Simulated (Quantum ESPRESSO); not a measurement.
# Core-hole calculation of the O K edge in TaAgO3 (R3c), part 3 of 4

Aim: the near-edge shape at the O K edge of TaAgO3 (R3c), and what the core hole does to it.

Quantum ESPRESSO 7.5; X-ray absorption near-edge structure, plane-wave PAW LDA, one-electron final states by a Lanczos continued fraction.

So far. Step 2 (Ground state of the crystal): The mesh shows a gap of 1.95 eV, so the hole is first treated in a charged cell, without the excited electron. Step 3 (Spectrum without a core hole, O atom 5): Main maxima below 24 eV (height): 2.5 eV (1.86), 3.3 eV (1.91), 8.5 eV (1.83), 12.1 eV (1.68) and 20.9 eV (0.91). A K edge sees empty p states; the first features are O p mixed into the empty d states of the Ta neighbours, and the broad ones above probably into the cations' higher empty bands.

## (8) Spectrum with FCH, O atom 5

The Lanczos recursion gives the spectrum without computing empty bands; each polarisation needs a run of its own on the full k mesh. xe0 is set between filled and empty states, and states below it are cut. The file of filecore holds the core orbital, taken from the hole-free data set.

Contents of xspectra.in:

```
&input_xspectra
   calculation='xanes_dipole', edge='K'
   prefix='x', outdir='tmp', xiabs=3, xe0=10.8522
   xonly_plot=.false., x_save_file='xanes.sav'
   xniter=3000, xcheck_conv=20, xerror=0.005
   xcoordcrys=.false., xepsilon(1)=1, xepsilon(2)=0, xepsilon(3)=0
/
&plot
   xnepoint=413, xemin=-10, xemax=45, terminator=.true., cut_occ_states=.true.
   xgamma=0.4
/
&pseudos
   filecore='../O.wfc'
/
&cut_occ
   cut_desmooth=0.1, cut_stepl=0.05, cut_stepu=0.05, cut_ierror=1e-5
/
6 6 6 0 0 0
```

xspectra_1.in, as its differences from xspectra.in of step 8:

```diff
@@ -5,3 +5,3 @@
    xniter=3000, xcheck_conv=20, xerror=0.005
-   xcoordcrys=.false., xepsilon(1)=1, xepsilon(2)=0, xepsilon(3)=0
+   xcoordcrys=.false., xepsilon(1)=0, xepsilon(2)=1, xepsilon(3)=0
 /
```

xspectra_2.in, as its differences from xspectra_1.in of step 8:

```diff
@@ -5,3 +5,3 @@
    xniter=3000, xcheck_conv=20, xerror=0.005
-   xcoordcrys=.false., xepsilon(1)=0, xepsilon(2)=1, xepsilon(3)=0
+   xcoordcrys=.false., xepsilon(1)=0, xepsilon(2)=0, xepsilon(3)=1
 /
```

On the command line:

```bash
OMP_NUM_THREADS=1 mpirun --oversubscribe --bind-to none -np 4 xspectra.x -nk 4 -in xspectra.in > xspectra.out
```

The log of the run:

```text
     [... banner and references ...]
Reading input_file

     calculation: xanes_dipole

     xepsilon  [cartesian coordinates]:   1.000000   0.000000   0.000000

     xonly_plot: FALSE
        => complete calculation: Lanczos + spectrum plot

     filecore (core-wavefunction file): ../O.wfc

     main plot parameters:
        cut_occ_states: TRUE
        gamma_mode:  constant
        -> using xgamma [eV]:  0.40
        xemin [eV]: -10.00
        xemax [eV]:  45.00
        xnepoint:  413
        xe0 [eV]:  10.852200 (energy zero read in input file)

     WARNING: variable ef_r is obsolete

                      Reading SCF save directory: x.save

     tmp/x.save/

     Exchange-correlation= PZ
                           (   1   1   0   0   0   0   0)

     G-vector sticks info

                           Getting the Fermi energy

     From SCF save directory:
        ehomo [eV]:   10.0026 (highest occupied level)
        elumo [eV]:   11.7018 (lowest occupied level)
        ef    [eV]:   10.0026

     -> ef (in eV) will be written in x_save_file

                           Energy zero of the spectrum

     -> ef will NOT be used as energy zero of the spectrum
       (because xe0 read in input file)

     G-vector sticks info

     bravais-lattice index     =            0
     lattice parameter (alat)  =      10.4466  a.u.
     unit-cell volume          =     816.5487 (a.u.)^3
     number of atoms/cell      =           10
     number of atomic types    =            4
     number of electrons       =        84.00
     number of Kohn-Sham states=           46
     kinetic-energy cutoff     =      50.0000  Ry
     charge density cutoff     =     360.0000  Ry
     Exchange-correlation= PZ
                           (   1   1   0   0   0   0   0)

     celldm(1)=  10.446595  celldm(2)=   0.000000  celldm(3)=   0.000000
     celldm(4)=   0.000000  celldm(5)=   0.000000  celldm(6)=   0.000000

     crystal axes: (cart. coord. in units of alat)
               a(1) = (   1.000000   0.000000   0.000000 )
               a(2) = (  -0.500000  -0.866025   0.000000 )
               a(3) = (   0.000000   0.577350  -0.827041 )

     reciprocal axes: (cart. coord. in units 2 pi/alat)
               b(1) = (  1.000000 -0.577350 -0.403043 )
               b(2) = (  0.000000 -1.154701 -0.806086 )
               b(3) = (  0.000000 -0.000000 -1.209130 )

     PseudoPot. #1 for Ta:     Pseudo is Projector augmented-wave + core cor, Zval = 13.0

     PseudoPot. #2 for Ag:     Pseudo is Projector augmented-wave + core cor, Zval = 11.0

     ../pp/O.lda-n-kjpaw-1sch.UPF
     Pseudo is Projector augmented-wave + core cor, Zval =  7.0
     Shape of augmentation charge: PSQ
     Using radial grid of 1095 points,  4 beta functions with:
                l(1) =   0
                l(2) =   0
                l(3) =   1
                l(4) =   1
     Q(r) pseudized with 0 coefficients

     ../pp/O.lda-n-kjpaw.UPF
     Pseudo is Projector augmented-wave + core cor, Zval =  6.0
     Shape of augmentation charge: PSQ
     Using radial grid of 1095 points,  4 beta functions with:
                l(1) =   0
                l(2) =   0
                l(3) =   1
                l(4) =   1
     Q(r) pseudized with 0 coefficients

     atomic species   valence    mass     pseudopotential
     Ta               13.00     1.00000     Ta( 1.00)
     Ag               11.00     1.00000     Ag( 1.00)
     O0                7.00     1.00000     O ( 1.00)
     O                 6.00     1.00000     O ( 1.00)

     No symmetry found

   Cartesian axes

     site n.     atom                  positions (alat units)
         1        Ta     tau(   1) = (   0.5000000   0.2886751  -0.4135206  )
         2        Ta     tau(   2) = (   0.0000000   0.0000000   0.0000000  )
         3        Ag     tau(   3) = (   0.5000000  -0.2886751  -0.2047754  )
         4        Ag     tau(   4) = (   0.0000000  -0.0000000  -0.6182960  )
         5        O0     tau(   5) = (   0.2847500   0.1009497  -0.2092414  )
[...]
9        O      tau(   9) = (   0.2152500   0.3896248  -0.6227621  )
        10        O      tau(  10) = (   0.5549500  -0.0084004  -0.6227621  )

     number of k points=   216

     Number of k-points >= 100: set verbosity='high' to print them.

     Dense  grid:    94247 G-vectors     FFT dimensions: (  64,  64,  64)

     Smooth grid:    39009 G-vectors     FFT dimensions: (  48,  48,  48)

     The potential is recalculated from file :
     tmp/x.save/charge-density

     Starting wfcs are   62 atomic wfcs
     Checking if some PAW data can be deallocated...

               Reading core wavefunction file for the absorbing atom

     ../O.wfc successfully read

                              Attributing the PAW radii
                     for the absorbing atom [units: Bohr radius]

        PAW proj 1: r_paw(l= 0)= 1.95  (1.5*r_cut)
        PAW proj 2: r_paw(l= 0)= 1.95  (1.5*r_cut)
        PAW proj 3: r_paw(l= 1)= 2.03  (1.5*r_cut)
        PAW proj 4: r_paw(l= 1)= 2.03  (1.5*r_cut)

        NB: The calculation will not necessary use all these r_paw values.
            - For a edge in the electric-dipole approximation,
              only the r_paw(l=1) values are used.
            - For a K edge in the electric-quadrupole approximation,
              only the r_paw(l=2) values are used.

            - For a L2 or L3 edge in the electric-quadrupole approximation,

              all projectors (s, p and d) are used.

     init_gipaw_1: projectors nearly linearly dependent:
     ntyp =  1, l/n1/n2 =  1 2 1  0.99580363
     init_gipaw_1: projectors nearly linearly dependent:
     ntyp =  1, l/n1/n2 =  2 2 1  0.99539030

                          Starting XANES calculation
                     in the electric dipole approximation

     Method of calculation based on the Lanczos recursion algorithm
        - STEP 1: Construction of a kpoint-dependent Lanczos basis,
          in which the Hamiltonian is tridiagonal (each 'iter'
          corresponds to the calculation of one more Lanczos vector)
        - STEP 2: Calculation of the cross-section as a continued fraction
          averaged over the k-points.

     ... Begin STEP 1 ...

        Radial transition matrix element(s) used in the calculation of the
        initial vector of the Lanczos basis (|tilde{phi}_abs> normalized)
        | For PAW proj. (l=1) #1: radial matrix element =   0.161351071
        | For PAW proj. (l=1) #2: radial matrix element =   0.207521030

NB: the    54 k-point are not all listed below because npool=  4
        |-------------------------------------------------------------
        ! k-point #     1:  ( 0.0000, -0.0000, -0.0000),  0.0093,   1
        |-------------------------------------------------------------
 okvan= T
        |   Norm of the initial Lanczos vector: 0.11110709E+00
        |   Estimated error at iter     20:   1.00556210
        |   Estimated error at iter     40:   0.65235957
        |   Estimated error at iter     60:   0.25239698
        |   Estimated error at iter     80:   0.20306851
        |   Estimated error at iter    100:   0.26212065
[...]
!   => CONVERGED at iter    380 with error=  0.00335826
        |-------------------------------------------------------------
        ! k-point #     2:  ( 0.0000, -0.0000, -0.2015),  0.0093,   1
        |-------------------------------------------------------------
 okvan= T
        |   Norm of the initial Lanczos vector: 0.11105716E+00
[...]
!   => CONVERGED at iter    400 with error=  0.00304609
        |-------------------------------------------------------------
     [... 51 further k-points ...]
        ! k-point #    54:  ( 0.1667, -0.4811, -1.3435),  0.0093,   1
        |-------------------------------------------------------------
 okvan= T
        |   Norm of the initial Lanczos vector: 0.11106174E+00
[...]
|   Estimated error at iter    360:   0.01646546
        |   Estimated error at iter    380:   0.00878106
        |   Estimated error at iter    400:   0.00671480
        !   => CONVERGED at iter    420 with error=  0.00464056

     Results of STEP 1 successfully written in x_save_file
     x_save_file name:
     ->  xanes.sav
     x_save_file version:  2

     ... End STEP 1 ...

     ... Begin STEP 2 ...

     The spectrum is calculated using the following parameters:
        xe0 [eV]:   10.8522
        the occupied states are elimintate from the spectrum
        xemin [eV]: -10.00
        xemax [eV]:  45.00
        xnepoint:  413
        constant broadening parameter [eV]:    0.400
        Core level energy [eV]:  -543.1
         (from electron binding energy of neutral atoms in X-ray data booklet)

     Cross-section successfully written in xanes.dat

     ... End STEP 2 ...

                                END JOB XSpectra
```

The job ended after 3.2 min (4 MPI ranks of AMD EPYC 9R14 (Zen 4), shared host; peak memory 0.16 GiB; 13 min of CPU time).

The O K spectrum, O atom 5, full core hole (charged cell) (energy from the lowest empty level; intensity scaled to a mean of 1 over the first 20 eV; the points at xe0, where the cut of filled states can leave a spike, are interpolated; polarised curves are means over the symmetry-equivalent atoms):

| E (eV) | isotropic | ε ⊥ c | ε ∥ c |
| --- | --- | --- | --- |
| -2.0 | 0.06 | 0.06 | 0.06 |
| -1.5 | 0.07 | 0.07 | 0.07 |
| -1.0 | 0.10 | 0.10 | 0.10 |
| -0.5 | 0.14 | 0.14 | 0.13 |
| 0.0 | 0.24 | 0.24 | 0.23 |
| 0.5 | 0.47 | 0.47 | 0.46 |
| 1.0 | 0.92 | 0.93 | 0.91 |
| 1.5 | 1.54 | 1.55 | 1.51 |
| 2.0 | 1.43 | 1.44 | 1.41 |
| 2.5 | 1.19 | 1.22 | 1.13 |
| 3.0 | 1.16 | 1.17 | 1.12 |
| 3.5 | 1.01 | 1.01 | 1.00 |
| 4.0 | 0.58 | 0.60 | 0.55 |
| 4.5 | 0.57 | 0.61 | 0.49 |
| 5.0 | 0.85 | 0.92 | 0.73 |
| 5.5 | 1.15 | 1.16 | 1.13 |
| 6.0 | 1.36 | 1.32 | 1.43 |
| 6.5 | 1.61 | 1.57 | 1.70 |
| 7.0 | 1.71 | 1.71 | 1.72 |
| 7.5 | 1.83 | 1.87 | 1.75 |
| 8.0 | 2.03 | 2.08 | 1.92 |
| 8.5 | 1.94 | 1.97 | 1.88 |
| 9.0 | 1.67 | 1.65 | 1.71 |
| 9.5 | 0.99 | 0.97 | 1.01 |
| 10.0 | 0.60 | 0.60 | 0.60 |
| 10.5 | 0.54 | 0.54 | 0.52 |
| 11.0 | 0.84 | 0.85 | 0.83 |
| 11.5 | 1.47 | 1.47 | 1.46 |
| 12.0 | 1.20 | 1.20 | 1.21 |
| 12.5 | 1.03 | 1.03 | 1.05 |
| 13.0 | 1.11 | 1.14 | 1.06 |
| 13.5 | 1.05 | 1.12 | 0.91 |
| 14.0 | 0.86 | 0.90 | 0.76 |
| 14.5 | 0.59 | 0.60 | 0.56 |
| 15.0 | 0.51 | 0.52 | 0.48 |
| 15.5 | 0.56 | 0.57 | 0.53 |
| 16.0 | 0.60 | 0.61 | 0.58 |
| 16.5 | 0.60 | 0.60 | 0.59 |
| 17.0 | 0.61 | 0.60 | 0.62 |
| 17.5 | 0.57 | 0.57 | 0.57 |
| 18.0 | 0.57 | 0.57 | 0.57 |
| 18.5 | 0.64 | 0.62 | 0.66 |
| 19.0 | 0.72 | 0.71 | 0.75 |
| 19.5 | 0.75 | 0.73 | 0.79 |
| 20.0 | 0.81 | 0.74 | 0.96 |
| 20.5 | 0.94 | 0.78 | 1.25 |
| 21.0 | 0.94 | 0.78 | 1.28 |
| 21.5 | 0.84 | 0.74 | 1.04 |
| 22.0 | 0.74 | 0.70 | 0.83 |
| 22.5 | 0.66 | 0.65 | 0.67 |
| 23.0 | 0.59 | 0.60 | 0.57 |
| 23.5 | 0.55 | 0.57 | 0.52 |
| 24.0 | 0.55 | 0.56 | 0.53 |
| 24.5 | 0.52 | 0.53 | 0.49 |
| 25.0 | 0.48 | 0.50 | 0.45 |
| 25.5 | 0.53 | 0.56 | 0.47 |
| 26.0 | 0.60 | 0.63 | 0.52 |
| 26.5 | 0.60 | 0.64 | 0.54 |
| 27.0 | 0.64 | 0.67 | 0.58 |
| 27.5 | 0.63 | 0.66 | 0.56 |
| 28.0 | 0.55 | 0.59 | 0.48 |
| 28.5 | 0.56 | 0.60 | 0.49 |
| 29.0 | 0.61 | 0.65 | 0.53 |
| 29.5 | 0.67 | 0.70 | 0.61 |
| 30.0 | 0.71 | 0.73 | 0.66 |
| 30.5 | 0.71 | 0.74 | 0.63 |
| 31.0 | 0.77 | 0.80 | 0.69 |
| 31.5 | 0.91 | 0.95 | 0.84 |
| 32.0 | 1.08 | 1.11 | 1.00 |

Main maxima below 24 eV (height): 1.7 eV (1.70), 8.0 eV (2.03), 11.6 eV (1.51), 13.0 eV (1.12), 16.9 eV (0.61) and 20.8 eV (0.96). 

The hole costs E(hole) − E(ground) = 522.18 eV, and the lowest empty level of the hole cell lies at 11.70 eV, which puts the zero at 533.88 eV. One term is added: -8.83 eV, since the hole is spin-paired here and a spin-polarised one costs that much less in the free atom (computed apart). The photon energy is then 525.05 eV. The functional and the charged cell's background leave an error in such absolute values: in the free atom LDA prices this hole 4.1 eV below PBE (computed apart), and PBE is itself good to a few eV.

## (9) Another broadening

The final state's lifetime shortens with energy, so measured features broaden above the edge; the saved Lanczos coefficients are redrawn with a width that grows.

Contents of xspectra_plot.in:

```
&input_xspectra
   calculation='xanes_dipole', edge='K'
   prefix='x', outdir='tmp', xiabs=3, xe0=10.8522
   xonly_plot=.true., x_save_file='xanes.sav'
   xniter=3000, xcheck_conv=20, xerror=0.005
   xcoordcrys=.false., xepsilon(1)=1, xepsilon(2)=0, xepsilon(3)=0
/
&plot
   xnepoint=413, xemin=-10, xemax=45, terminator=.true., cut_occ_states=.true.
   gamma_mode='variable', gamma_energy(1)=4, gamma_energy(2)=25, gamma_value(1)=0.3, gamma_value(2)=2.5
/
&pseudos
   filecore='../O.wfc'
/
&cut_occ
   cut_desmooth=0.1, cut_stepl=0.05, cut_stepu=0.05, cut_ierror=1e-5
/
6 6 6 0 0 0
```

On the command line:

```bash
OMP_NUM_THREADS=1 xspectra.x -in xspectra_plot.in > xspectra_plot.out
```

The log of the run:

```text
     [... banner and references ...]
Reading input_file
     -------------------------------------------------------------------------

     calculation: xanes_dipole

     xonly_plot: TRUE
        => only the spectrum plot

     main plot parameters:
        cut_occ_states: TRUE
        gamma_mode:  variable
        -> first, constant up to point ( 4.00, 0.30) [eV]
        -> then, linear up to point (25.00, 2.50) [eV]
        -> finally, constant up to xemax
        xemin [eV]: -10.00
        xemax [eV]:  45.00
        xnepoint:  413
[...]
xemin [eV]: -10.00
        xemax [eV]:  45.00
        xnepoint:  413
        energy-dependent broadening parameter:
         -> first, constant up to point ( 4.00, 0.30) [eV]
         -> then, linear up to point (25.00, 2.50) [eV]
         -> finally, constant up to xemax
        Core level energy [eV]:  -543.1
         (from electron binding energy of neutral atoms in X-ray data booklet)

     Cross-section successfully written in xanes.dat

     -------------------------------------------------------------------------
                                END JOB XSpectra
     -------------------------------------------------------------------------
[key lines of the parts left out:]
Fermi level [eV]:  10.0026
```

The job ended after 8.6 s (1 MPI rank; peak memory 0.05 GiB).

With a Lorentzian half width 0.3 eV up to 4 eV, rising linearly to 2.5 eV at 25 eV (counted from xe0, 0.8 eV below the zero used here), the maxima are 1.7 eV (1.98), 2.8 eV (1.23), 8.0 eV (1.74), 11.7 eV (1.06) and 20.4 eV (0.74).

## (10) Spectrum with FCH, other settings, O atom 5

A test of how far the spectrum depends on this setting.

Changed against the first core-hole run: k mesh from sound to coarse.

Edit xspectra.in of step 8 so:

```diff
@@ -17,2 +17,2 @@
 /
-6 6 6 0 0 0
+3 3 3 0 0 0
```

On the command line:

```bash
OMP_NUM_THREADS=1 mpirun --oversubscribe --bind-to none -np 4 xspectra.x -nk 4 -in xspectra.in > xspectra.out
```

The log of the run:

```text
     [... banner and references ...]
Reading input_file

     calculation: xanes_dipole

     xepsilon  [cartesian coordinates]:   1.000000   0.000000   0.000000

     xonly_plot: FALSE
        => complete calculation: Lanczos + spectrum plot

     filecore (core-wavefunction file): ../O.wfc

     main plot parameters:
        cut_occ_states: TRUE
        gamma_mode:  constant
        -> using xgamma [eV]:  0.40
        xemin [eV]: -10.00
        xemax [eV]:  45.00
        xnepoint:  413
        xe0 [eV]:  10.852200 (energy zero read in input file)

[...]
Results of STEP 1 successfully written in x_save_file
     x_save_file name:
     ->  xanes.sav
     x_save_file version:  2

     ... End STEP 1 ...

     ... Begin STEP 2 ...

     The spectrum is calculated using the following parameters:
        xe0 [eV]:   10.8522
        the occupied states are elimintate from the spectrum
        xemin [eV]: -10.00
        xemax [eV]:  45.00
        xnepoint:  413
        constant broadening parameter [eV]:    0.400
        Core level energy [eV]:  -543.1
         (from electron binding energy of neutral atoms in X-ray data booklet)

     Cross-section successfully written in xanes.dat

     ... End STEP 2 ...

                                END JOB XSpectra
```

Wall time 31 s (4 MPI ranks); peak memory 0.16 GiB.

These settings depart from the first run's and aren't meant as converged.

The scaled spectrum changes by 10 % r.m.s. The highest intensity below 16 eV goes from 8.0 eV (2.03) to 8.0 eV (2.40).

| E (eV) | first run | this run |
| --- | --- | --- |
| -2.0 | 0.06 | 0.06 |
| -0.5 | 0.14 | 0.13 |
| 1.0 | 0.92 | 1.02 |
| 2.5 | 1.19 | 1.18 |
| 4.0 | 0.58 | 0.59 |
| 5.5 | 1.15 | 1.24 |
| 7.0 | 1.71 | 1.61 |
| 8.5 | 1.94 | 1.77 |
| 10.0 | 0.60 | 0.66 |
| 11.5 | 1.47 | 1.50 |
| 13.0 | 1.11 | 0.99 |
| 14.5 | 0.59 | 0.63 |
| 16.0 | 0.60 | 0.57 |
| 17.5 | 0.57 | 0.54 |
| 19.0 | 0.72 | 0.78 |
| 20.5 | 0.94 | 0.92 |
| 22.0 | 0.74 | 0.69 |
| 23.5 | 0.55 | 0.61 |
| 25.0 | 0.48 | 0.48 |
| 26.5 | 0.60 | 0.59 |
| 28.0 | 0.55 | 0.53 |
| 29.5 | 0.67 | 0.62 |
| 31.0 | 0.77 | 0.73 |

## (11) The atom with a core hole

The transition-state run needs a data set with half a core electron removed.

Contents of O.lda-n-kjpaw-1shch.ld1.in:

```
&input
   title='O', zed=8., rel=1, iswitch=3, dft='PZ',
   config='1s1.5 2s2 2p4.5'
/
&inputp
   file_pseudopw='O.lda-n-kjpaw-1shch.UPF', author='',
   lpaw=.true.,
   pseudotype=3,
   lloc=-1,
   rcloc=1.1,
   which_augfun='PSQ',
   rmatch_augfun_nc=.true.,
   nlcc=.true.,
   new_core_ps=.true.,
   rcore=0.7,
   tm=.true.,
   zval=6.5,
   lgipaw_reconstruction=.true., use_paw_as_gipaw=.true.
/
4
2S  1  0  2.00  0.00  1.00  1.30  0.0
2S  1  0  0.00  1.00  1.00  1.30  0.0
2P  2  1  4.50  0.00  0.90  1.35  0.0
2P  2  1  0.00  0.05  0.90  1.35  0.0
```

On the command line:

```bash
ld1.x < O.lda-n-kjpaw-1shch.ld1.in > O.lda-n-kjpaw-1shch.ld1.out
```

The log of the run:

```text
     [... banner and references ...]
PAW data will be used for GIPAW calculation
     --------------------------- All-electron run ----------------------------

     O
     scalar relativistic calculation

     atomic number is  8.00
     dft =PZ   lsd =0 sic =0 latt =0  beta=0.20 tr2=1.0E-14
     Exchange-correlation= PZ
                           (   1   1   0   0   0   0   0)
     mesh =1095 r(mesh) =  99.04343 a.u. xmin = -7.00 dx = 0.01250
     1 Ry =  13.60569312 eV, c = 137.03599908

     n l     nl                  e(Ry)          e(Ha)          e(eV)
[...]
2 1     2P   1( 4.50)       -0.76947       -0.76948        0.00001

     eps = 2.4E-17  iter =  4

     Etot =    -130.075694 Ry,     -65.037847 Ha,   -1769.769971 eV
     Etotps =   -44.927355 Ry,     -22.463677 Ha,    -611.267805 eV

     Ekin =      40.340910 Ry,      20.170455 Ha,     548.866042 eV
     Encl =    -105.243412 Ry,     -52.621706 Ha,   -1431.909565 eV
     Ehrt =      34.026261 Ry,      17.013130 Ha,     462.950861 eV
     Ecxc =     -14.051114 Ry,      -7.025557 Ha,    -191.175143 eV
     (Ecc =      -0.129215 Ry,      -0.064608 Ha,      -1.758062 eV)

     ---------------------- End of pseudopotential test ----------------------
```

Elapsed: 0.82 s, on 1 MPI rank; peak memory 0.13 GiB.

(Continued in part 4 of 4.)

[Banner, clock and machine lines of the logs are left out without a mark of their own.]

[Logs are printed without paths, hosts, clocks, repeated set-up lines and the standing remarks that a program may print on its own settings, such as how far it seeks lower states.]

[Hosts, paths, dates, database ids (printed as entryN), source tags and the programs' standing remarks are cut or masked in the printed files.]

[Lists of maxima count a maximum above −3 eV only where it reaches 4 % of the highest in the window and stands out from its surroundings by 2 % of it (1.5 % where it reaches 55 %); shoulders and weaker maxima are passed over, and of the rest the first, up to two pre-edge ones and the few strongest are named.]
